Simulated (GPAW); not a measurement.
# RbGeF3 (model structure): optical spectrum from first principles

Wanted: where RbGeF3 (model structure) starts to absorb, how strongly, and its refractive index. The cell was made here by substitution or stacking, whether or not such a phase is known. It was built so: All Cs replaced by Rb and Pb replaced by Ge in the Pm-3m structure of CsPbF3. The cell given below was relaxed beforehand with Ansatz.

Program: GPAW 26.7.0. Level of theory: DFT, RPBE, plane-wave PAW (GPAW data sets), scalar-relativistic, RPA, optical limit. Results are calculated unless marked as measured.

## (1) The starting structure

The structure is cubic, space group Pm-3m (No. 221). The conventional cell has a = 4.574 Å, b = 4.574 Å, c = 4.574 Å, α = 90.00°, β = 90.00°, γ = 90.00°. Rb has 12 F at 3.23 Å nearest. Nearest to Ge lie 6 F at 2.29 Å. F has 2 Ge at 2.29 Å and 4 Rb at 3.23 Å nearest. All Cs replaced by Rb and Pb replaced by Ge in the Pm-3m structure of CsPbF3. Farther neighbours and most contacts between anions are not listed.

As a file:

```xyz
5
Lattice="4.5741 0.0000 0.0000 0.0000 4.5741 0.0000 0.0000 0.0000 4.5741" Properties=species:S:1:pos:R:3 pbc="T T T"
Rb    2.2871    2.2871    2.2871
Ge    0.0000    4.5741    4.5741
F     4.5741    4.5741    2.2871
F     0.0000    2.2871    4.5741
F     2.2871    0.0000    0.0000
```

## (2) Bands for the response

At the fixed density, many empty bands are solved on the mesh of the response, since the spectrum sums over them.

This step: DFT, RPBE, plane-wave PAW (GPAW data sets), scalar-relativistic, bands at fixed density (GPAW 26.7.0).

nscf.py reads:

```python
from ase.dft.bandgap import bandgap
from gpaw import GPAW, FermiDirac

calc = GPAW('gs.gpw').fixed_density(kpts={'size': (6, 6, 6), 'gamma': True}, nbands=52, convergence={'bands': 46},
                                    occupations=FermiDirac(0.001), txt='nscf.txt')
print('gap (eV)', bandgap(calc, output=None)[0])
print('direct gap (eV)', bandgap(calc, direct=True, output=None)[0])
calc.write('full.gpw', mode='all')
```

The run is started by

```console
$ OMP_NUM_THREADS=1 python nscf.py
```

Numbers of over 12 decimals in the logs are rounded to 6 here.

The program printed:

```text
Diagonalizing LCAO Hamiltonian
Converting LCAO to pw mode
convergence criteria:
- Maximum integral of absolute [eigenst]ate change: 4e-08 eV^2 / valence electron
maximum number of iterations: 150

SCF iterations
|iter     |      energy | eigst |  dens |
|iter:   1||             | +3.27 |       |
|iter:   2||             | +2.00 |       |
|iter:   3||             | +0.94 |       |
|iter:   4||             | -0.35 |       |
|iter:   5||             | -1.44 |       |
|iter:   6||             | -2.43 |       |
|iter:   7||             | -3.24 |       |
|iter:   8||             | -4.21 |       |
|iter:   9||             | -5.02 |       |
|iter:  10||             | -6.05 |       |
|iter:  11||             | -6.85 |       |
|iter:  12||             | -7.48c|       |
SCF steps: 12
  __  _  _
 | _ |_)|_||  |
 |__||  | ||/\| - 26.7.0

Versions:
  Python: 3.12.14
  ASE:    3.29.0
  Numpy:  2.5.5
  Scipy:  1.18.1
  Libxc:  7.0.0

Input parameters:
  mode=PW(ecut=450.000000),
  convergence={'bands': 46},
  gpts=array([24, 24, 24]),
  kpts=MonkhorstPack(size=(6, 6, 6), gamma=True),
  maxiter=150,
  nbands=52,
  occupations=Occupations(name='fermi-dirac', width=0.001, fixmagmom=False),
  parallel={},
  xc=XC(name='RPBE')

--- standard output ---
gap (eV) 2.260907
direct gap (eV) 2.260907
```

Elapsed: 35 s, on 1 thread of Arm Neoverse V2, shared host; peak memory 0.2 GiB.

This step gave:

| Property | Result |
| --- | --- |
| gap on the k-mesh | 2.261 eV |
| direct gap on the mesh | 2.261 eV |

## (3) Dielectric function, RPA

Local fields let the induced charge screen the field inside the cell, which as a rule lowers ε, most along directions where the density is uneven.

This step: DFT, RPBE, plane-wave PAW (GPAW data sets), scalar-relativistic, RPA, optical limit (GPAW 26.7.0).

df.py reads:

```python
from gpaw.response.df import DielectricFunction

df = DielectricFunction('full.gpw', frequencies={'type': 'nonlinear', 'domega0': 0.03, 'omega2': 8},
                        ecut=80,
                        eta=0.1,
                        nbands=46,
                        txt='df.txt')
for direction in ['x']:
    df.get_dielectric_function(xc='RPA', direction=direction, filename=f'df_{direction}.csv')
```

The run is started by

```console
$ OMP_NUM_THREADS=1 python df.py
```

The program printed:

```text
Using integrator: PointIntegrator
NonLinearFrequencyDescriptor(from 0.000 to 51.018 eV, 468 points)
Nonperiodic BCs:  [False False False]
Using integrator: PointIntegrator
NonLinearFrequencyDescriptor(from 0.000 to 51.018 eV, 468 points)
Nonperiodic BCs:  [False False False]

Calculating chi0 body with:
    Ground state adapter containing:
    Number of spins: 1
    Number of kpoints: 216
    Number of irreducible kpoints: 20
    Number of completely occupied states: 17
    Number of partially occupied states: 17

    Linear response parametrization:
    q_c: [0.0, 0.0, 0.0]
    Number of frequency points: 468
    Planewave cutoff: 80.0
    Number of bands: 46
    Number of planewaves: 171
    Broadening (eta): 0.1

Integrating chi0 body.

Symmetries of q_c:
    Direct symmetries (Uq -> q): 48
    Indirect symmetries (TUq -> q): 0
In total 48 allowed symmetries.

20 groups of equivalent kpoints. 90.740741% reduction.

Integral kind: spectral function

Calculating chi0 optical extensions with:
    Ground state adapter containing:
    Number of spins: 1
    Number of kpoints: 216
    Number of irreducible kpoints: 20
    Number of completely occupied states: 17
    Number of partially occupied states: 17

    Linear response parametrization:
    Number of frequency points: 468
    Planewave cutoff: 80.0
    Number of bands: 46
    Number of planewaves: 171
    Broadening (eta): 0.1
Integrating chi0 head and wings.

Symmetries of q_c:
    Direct symmetries (Uq -> q): 48
    Indirect symmetries (TUq -> q): 0
In total 48 allowed symmetries.

20 groups of equivalent kpoints. 90.740741% reduction.

Integral kind: spectral function wings
```

It took 13 s on 1 thread; peak memory 0.86 GiB.

Numbers from this step:

```
electronic dielectric constant ε∞, mean over x, y and z (by symmetry where fewer were run) : 3.120
```

Some rows of df_x.csv (energy; Re and Im without local fields; Re and Im with them):

```text
0.000000, 3.439459, -0.000000, 3.119692, -0.000000
0.429336, 3.459427, 0.009494, 3.135935, 0.007718
0.878195, 3.527817, 0.021794, 3.191432, 0.017651
1.347938, 3.673474, 0.043085, 3.308999, 0.034653
1.840057, 4.001822, 0.111905, 3.571642, 0.089042
2.356191, 3.855362, 0.668648, 3.440796, 0.545091
2.898142, 3.564253, 2.538397, 3.370629, 2.054699
3.467895, 4.014259, 2.609774, 3.700959, 1.937251
4.067647, 4.308918, 3.779321, 4.223012, 2.715486
4.699832, 3.137392, 2.431889, 3.090460, 1.848975
5.367152, 0.547641, 2.082912, 1.089320, 2.499990
6.072622, 1.816445, 1.799889, 1.876862, 1.925115
6.819608, 2.269080, 1.568063, 2.073133, 1.505986
7.611886, 1.001630, 1.412344, 0.901334, 1.394335
8.453705, 0.565084, 2.004097, 0.541209, 2.148787
9.349861, 1.175654, 0.752539, 0.961622, 0.790497
10.305790, 1.707277, 0.958488, 1.410770, 0.821635
11.327680, 1.998485, 1.233868, 1.700388, 0.923845
12.422601, 1.088058, 1.358856, 0.986655, 1.136349
13.598673, 0.984890, 1.113890, 1.389721, 0.929544
14.865263, 1.398966, 0.767441, 0.913001, 0.910491
```

The Im ε, E ∥ x has structure finer than the step of the table below, so its rows give means over 0.5 eV, whole bins alone (the curve runs from 0 to 15.0 eV). Peaks (eV: height): 3.64: 2.19, 4.16: 3.68, 4.84: 2.95, 5.32: 2.72, 6.18: 2.27, 7.21: 2.40, 8.39: 2.35.

Sum at mesh points, not converged in k; values under the direct gap are tails of Lorentzian lines. Table of Im ε, E ∥ x by photon energy; means over each step:

photon energy (eV), Im ε, E ∥ x and a bar:
```
      0.5       0.01 
      1.0       0.02 
      1.5       0.05 
      2.0       0.25 ###
      2.5       0.52 ######
      3.0       1.16 #############
      3.5       1.73 ####################
      4.0       2.33 ###########################
      4.5       2.20 #########################
      5.0       2.59 ##############################
      5.5       1.93 ######################
      6.0       1.69 ####################
      6.5       1.32 ###############
      7.0       1.81 #####################
      7.5       1.68 ###################
      8.0       1.40 ################
      8.5       1.80 #####################
      9.0       0.83 ##########
      9.5       0.60 #######
     10.0       0.68 ########
     10.5       0.80 #########
     11.0       0.77 #########
     11.5       1.04 ############
     12.0       1.45 #################
     12.5       1.15 #############
     13.0       0.90 ##########
     13.5       0.86 ##########
     14.0       1.19 ##############
     14.5       1.02 ############
```

The reflectivity at normal incidence, E ∥ x has structure finer than the step of the table below, so its rows give means over 0.5 eV, whole bins alone (the curve runs from 0 to 15.0 eV). Peaks (eV: height): 2.82: 14.7, 3.38: 14.6, 4.16: 18.8, 4.84: 15.4, 5.32: 15.1, 7.27: 13.3, 8.45: 15.6.

Sum at mesh points, not converged in k. Reflectivity at normal incidence, E ∥ x against photon energy; means over each step:

photon energy (eV), reflectivity at normal incidence, E ∥ x (%) and a bar from the least value:
```
      0.5        7.8 #############
      1.0        8.1 ##############
      1.5        8.7 ################
      2.0       10.2 ###################
      2.5       10.8 #####################
      3.0       11.2 ######################
      3.5       13.2 ##########################
      4.0       14.7 ##############################
      4.5       12.0 #######################
      5.0       13.7 ############################
      5.5       10.7 ####################
      6.0        8.9 ################
      6.5        6.6 ###########
      7.0        9.4 #################
      7.5        9.7 ##################
      8.0        6.8 ###########
      8.5       12.8 #########################
      9.0        5.5 ########
      9.5        2.1 
     10.0        2.6 #
     10.5        3.1 ##
     11.0        3.2 ##
     11.5        4.8 ######
     12.0        7.3 ############
     12.5        5.8 #########
     13.0        4.0 ####
     13.5        3.4 ###
     14.0        5.8 #########
     14.5        5.3 #######
```

The Im ε, E ∥ x has structure finer than the step of the table below, so its rows give means over 0.5 eV, whole bins alone (the curve runs from 0 to 15.0 eV). Peaks (eV: height): without local fields 2.86: 2.73, 3.64: 2.88, 4.16: 4.59, 4.79: 3.57, 6.18: 2.07, 7.21: 2.50, 8.39: 2.28; with local fields 3.64: 2.19, 4.16: 3.68, 4.84: 2.95, 5.32: 2.72, 6.18: 2.27, 7.21: 2.40, 8.39: 2.35.

Sum at mesh points, not converged in k; values under the direct gap are tails of Lorentzian lines. Im ε, E ∥ x against photon energy; means over each step:

| photon energy (eV) | without local fields | with local fields |
| --- | --- | --- |
| 0.5 | 0.0113 | 0.00921 |
| 1.0 | 0.0266 | 0.0215 |
| 1.5 | 0.0574 | 0.0460 |
| 2.0 | 0.320 | 0.254 |
| 2.5 | 0.669 | 0.518 |
| 3.0 | 1.50 | 1.16 |
| 3.5 | 2.34 | 1.73 |
| 4.0 | 3.09 | 2.33 |
| 4.5 | 2.60 | 2.20 |
| 5.0 | 2.89 | 2.59 |
| 5.5 | 1.69 | 1.93 |
| 6.0 | 1.61 | 1.69 |
| 6.5 | 1.21 | 1.32 |
| 7.0 | 1.90 | 1.81 |
| 7.5 | 1.69 | 1.68 |
| 8.0 | 1.46 | 1.40 |
| 8.5 | 1.73 | 1.80 |
| 9.0 | 0.807 | 0.831 |
| 9.5 | 0.620 | 0.604 |
| 10.0 | 0.775 | 0.685 |
| 10.5 | 0.962 | 0.801 |
| 11.0 | 0.960 | 0.769 |
| 11.5 | 1.40 | 1.04 |
| 12.0 | 1.76 | 1.45 |
| 12.5 | 1.39 | 1.15 |
| 13.0 | 1.24 | 0.899 |
| 13.5 | 1.17 | 0.862 |
| 14.0 | 0.917 | 1.19 |
| 14.5 | 0.632 | 1.02 |

Sum at mesh points, not converged in k; values under the direct gap are tails of Lorentzian lines. Table of loss function −Im 1/ε at q → 0, E ∥ x by energy loss; read off at these points:

energy loss (eV), loss function −Im 1/ε at q → 0, E ∥ x and a bar:
```
    0.000      0.000 
    0.250      0.000 
    0.500      0.001 
    0.750      0.001 
    1.000      0.002 
    1.250      0.003 
    1.500      0.004 
    1.750      0.006 
    2.000      0.011 
    2.250      0.053 ##
    2.500      0.023 #
    2.750      0.045 ##
    3.000      0.105 ####
    3.250      0.044 ##
    3.500      0.108 ####
    3.750      0.127 ####
    4.000      0.100 ####
    4.250      0.223 ########
    4.500      0.252 #########
    4.750      0.149 #####
    5.000      0.228 ########
    5.250      0.253 #########
    5.500      0.365 #############
    5.750      0.327 ###########
    6.000      0.238 ########
    6.250      0.379 #############
    6.500      0.364 #############
    6.750      0.226 ########
    7.000      0.246 #########
    7.250      0.315 ###########
    7.500      0.458 ################
    7.670      0.509 ##################
    7.750      0.436 ###############
    8.000      0.284 ##########
    8.250      0.310 ###########
    8.500      0.509 ##################
    8.750      0.727 ##########################
    8.959      0.854 ##############################
    9.000      0.801 ############################
    9.250      0.478 #################
    9.416      0.555 ###################
    9.500      0.472 #################
    9.750      0.267 #########
   10.000      0.272 ##########
   10.250      0.303 ###########
   10.500      0.320 ###########
   10.750      0.297 ##########
   11.000      0.236 ########
   11.250      0.247 #########
   11.500      0.270 #########
   11.750      0.277 ##########
   12.000      0.359 #############
   12.250      0.478 #################
   12.500      0.487 #################
   12.750      0.496 #################
   13.000      0.535 ###################
   13.250      0.400 ##############
   13.500      0.334 ############
   13.750      0.363 #############
   14.000      0.389 ##############
   14.250      0.534 ###################
   14.500      0.571 ####################
   14.586      0.585 #####################
   14.750      0.539 ###################
```

At chosen wavelengths:

| wavelength (nm) | n | k | R (%) | 1/α |
| --- | --- | --- | --- | --- |
| 1550 | 1.78 | 0.004 | 7.9 | 28 µm |
| 800 | 1.84 | 0.013 | 8.8 | 4.9 µm |
| 532 | 1.87 | 0.173 | 9.5 | 245 nm |
| 450 | 2.15 | 0.238 | 13.8 | 150 nm |
| 405 | 1.81 | 0.201 | 8.8 | 160 nm |
| 365 | 2.11 | 0.445 | 14.5 | 65 nm |
| 248 | 1.67 | 0.811 | 14.2 | 24 nm |

Below the direct gap, k and the depth come from the tails of the Lorentzian lines, not from transitions.

Rows near the edge hang on the gap, which this functional as a rule makes too small, and phonon-assisted absorption is left out.

## (4) Outcome

```yaml
electronic_dielectric_constant_eps_infinity_mean_over_x_y_and_z_by_symmetry_where_fewer_were_run_rpa: 3.12
```

**Reading.** At this level (RPBE, RPA) RbGeF3 has ε∞ = 3.12 and n = 1.78 at 1550 nm. On the mesh the gap is 2.26 eV and the least direct gap 2.26 eV. Local fields change the static value along x from 3.44 to 3.12 (-9 %). Excitons and phonon-assisted transitions are missing; RPBE gaps are as a rule too small, which pulls the onset down and ε∞ up. In this version of GPAW the matrix elements of the optical limit are incomplete, which can lower ε − 1 by up to a tenth where first-row anions or d states rule, and shift it by more in d metals. The sum runs over mesh points 0.23 Å⁻¹ apart with no interpolation, so peaks are partly noise of the mesh and static values carry its error.

[Machine, clock and banner lines and Python warnings are left out of the logs.]

[Logs are printed without paths, hosts, clocks, repeated set-up lines and the standing remarks that a program may print on its own settings, such as how far it seeks lower states.]

[Hosts, paths, dates, database ids (printed as entryN), source tags and the programs' standing remarks are cut or masked in the printed files.]
